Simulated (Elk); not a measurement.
# CmPt2: which magnetic order is lowest

Aim: find out whether CmPt2 carries moments, and which collinear order costs least.

Method: PBE with U = 4.50 eV, J = 0.50 eV on Cm f; all-electron APW+lo, Dirac cores, scalar-relativistic bands, in Elk 11.2.3 (patched build).

Most raw output is cut from this account.

## (1) Starting point

The structure is cubic, space group Fd-3m (No. 227). The conventional cell has a = 7.625 Å, b = 7.625 Å, c = 7.625 Å, α = 90.00°, β = 90.00°, γ = 90.00°. Cm has 12 Pt at 3.16 Å and 4 Cm at 3.30 Å nearest. Nearest to Pt lie 6 Pt at 2.70 Å and 6 Cm at 3.16 Å. Farther neighbours are not listed.

## (2) Order 1, typed as ferro ++

The parallel start comes first: it fits the smallest cell, keeps the most symmetry and shows whether parallel moments form. A Hubbard term is added for the open shell, at a value in common use.

Moments are seeded by fields in the spheres (the last three columns under atoms), set against the wanted direction and reduced each loop.

elk.in

```
tasks
  0
  33
  73

xctype
  20

rgkmax
  7.0

nempty
  8

swidth
  0.001

reducebf
  0.7

epsengy
  1e-05

maxscl
  150

lmaxi
  3

nxlo
  3

spinpol
  .true.

sppath
  './'

avec
  0.00000000000 7.20458085014 7.20458085014
  7.20458085014 0.00000000000 7.20458085014
  7.20458085014 7.20458085014 0.00000000000

atoms
  2
  'Cm.in'
  2
  0.0000000000 0.0000000000 0.0000000000   0.000000 0.000000 -0.750000
  0.2500000000 0.2500000000 0.2500000000   0.000000 0.000000 -0.750000
  'Pt.in'
  4
  0.6250000000 0.6250000000 0.6250000000   0.000000 0.000000 0.000000
  0.1250000000 0.6250000000 0.6250000000   0.000000 0.000000 0.000000
  0.6250000000 0.6250000000 0.1250000000   0.000000 0.000000 0.000000
  0.6250000000 0.1250000000 0.6250000000   0.000000 0.000000 0.000000

ngridk
  6 6 6

dft+u
  1 1
  1 3 0.165372 0.018375

plot3d
  0 0 0
  1 0 0
  0 1 0
  0 0 1
  27 27 27
```

Launch:

```bash
> OMP_NUM_THREADS=8 elk
```

Elapsed: 13 min, on 8 threads of Arm Neoverse N1, shared host; peak memory 1.8 GiB.

Spin moment in the muffin-tin sphere by atom:

| atom | spin moment in the muffin-tin sphere (μB) |
| --- | --- |
| Cm1 | 7.06 |
| Cm2 | 7.06 |
| Pt3 | -0.04 |
| Pt4 | -0.04 |
| Pt5 | -0.04 |
| Pt6 | -0.04 |

This step gave:

```
density of states at the Fermi level : 3.026 states/eV/cell
moment between the spheres           : 0.3800 μB
magnetization                        : 14.33 μB
final state                          : ferromagnetic
```

After 28 cycles the largest moment stands at 7.06 μB.

## (3) Start 2: antiferro +-

Another pattern of signs weighs the neighbour shells otherwise.

Edit elk.in of step 2 so:

```diff
@@ -2,4 +2,2 @@
   0
-  33
-  73
 
@@ -48,3 +46,3 @@
   0.0000000000 0.0000000000 0.0000000000   0.000000 0.000000 -0.750000
-  0.2500000000 0.2500000000 0.2500000000   0.000000 0.000000 -0.750000
+  0.2500000000 0.2500000000 0.2500000000   0.000000 0.000000 0.750000
   'Pt.in'
@@ -62,8 +60 @@
   1 3 0.165372 0.018375
-
-plot3d
-  0 0 0
-  1 0 0
-  0 1 0
-  0 0 1
-  27 27 27
```

Launch:

```bash
> OMP_NUM_THREADS=8 elk
```

Wall time 9.6 min (8 threads); peak memory 1.9 GiB.

Spin moment in the muffin-tin sphere by atom:

| atom | spin moment in the muffin-tin sphere (μB) |
| --- | --- |
| Cm1 | 6.98 |
| Cm2 | -6.98 |
| Pt3 | 0.00 |
| Pt4 | 0.00 |
| Pt5 | 0.00 |
| Pt6 | 0.00 |

This step gave:

```
density of states at the Fermi level : 2.453 states/eV/cell
moment between the spheres           : 0 μB
magnetization                        : 0 μB
final state                          : antiferromagnetic
```

It lies 4.61 meV a seeded atom over the first start, and its largest moment is 6.98 μB against 7.06 μB.

## (4) Order 3, typed as no spin polarisation

A run without seeds gives the energy of the state without moments.

Edit elk.in of step 3 so:

```diff
@@ -15,5 +15,2 @@
 
-reducebf
-  0.7
-
 epsengy
@@ -29,5 +26,2 @@
   3
-
-spinpol
-  .true.
 
@@ -45,4 +39,4 @@
   2
-  0.0000000000 0.0000000000 0.0000000000   0.000000 0.000000 -0.750000
-  0.2500000000 0.2500000000 0.2500000000   0.000000 0.000000 0.750000
+  0.0000000000 0.0000000000 0.0000000000   0.000000 0.000000 0.000000
+  0.2500000000 0.2500000000 0.2500000000   0.000000 0.000000 0.000000
   'Pt.in'
```

Launch:

```bash
> OMP_NUM_THREADS=8 elk
```

The job ended after 6.6 min (8 threads; peak memory 1.1 GiB; 43 min of CPU time).

This step gave:

```yaml
density_of_states_at_the_fermi_level: 6.702 states/eV/cell
final_state: non-magnetic (no spin polarisation)
```

It lies 5766 meV a seeded atom over the first start.

## (5) Ranking

These are free energies at a smearing of 0.0272 eV, so its entropy term is in the differences. They are divided by the number of seeded atoms, so that cells of unlike size compare.

Orders:

| start | final state | typed order kept | energy over the lowest (meV a seeded atom) | largest sphere moment (μB) | net moment (μB a primitive cell) | DOS at the Fermi level (states/eV a primitive cell) | mesh matched | CPU time (s) |
| --- | --- | --- | --- | --- | --- | --- | --- | --- |
| ferro ++ | ferromagnetic | yes | 0 | 7.058 | 14.33 | 3.026 | yes | 5323 |
| antiferro +- | antiferromagnetic | yes | 4.606 | 6.977 | 0 | 2.453 | yes | 3988 |
| no spin polarisation | non-magnetic | - | 5766 | 0 | 0 | 6.702 | yes | 2599 |

## (6) What came out

```yaml
lowest_state_found: ferromagnetic (typed ferro ++)
largest_site_moment: 7.06 μB
next_state: antiferromagnetic, 4.61 meV a seeded atom higher
run_without_spin_seeds_over_the_lowest: 5766 meV a seeded atom
```

**Reading.** The lowest state found is ferromagnetic, reached from the start ferro ++, with moments up to 7.06 μB. The two lowest states lie so close that the mesh, the functional or spin–orbit coupling could swap them. Under a U a spinless open shell is left with part-filled orbitals, which the U penalises, so its energy is no clean measure of what the moments gain. Only 3 starts are shown; other collinear patterns, canted and longer-period orders are not. Open f shells have many stationary orbital fillings, so the state need not be the lowest, and spin-only moments miss the orbital part. Spin–orbit coupling, which these energies lack, is strong in these shells and can change the state in kind.

[Logs and program files are shortened in this print: banners, set-up blocks, solver, clock and traceback lines can be left out without a mark of their own.]

[Logs are printed without paths, hosts, clocks, repeated set-up lines and the standing remarks that a program may print on its own settings, such as how far it seeks lower states.]

[Hosts, paths, dates, database ids (printed as entryN), source tags and the programs' standing remarks are cut or masked in the printed files.]

[Where a cell is said to come from a database of computed structures, the database is the Materials Project.]
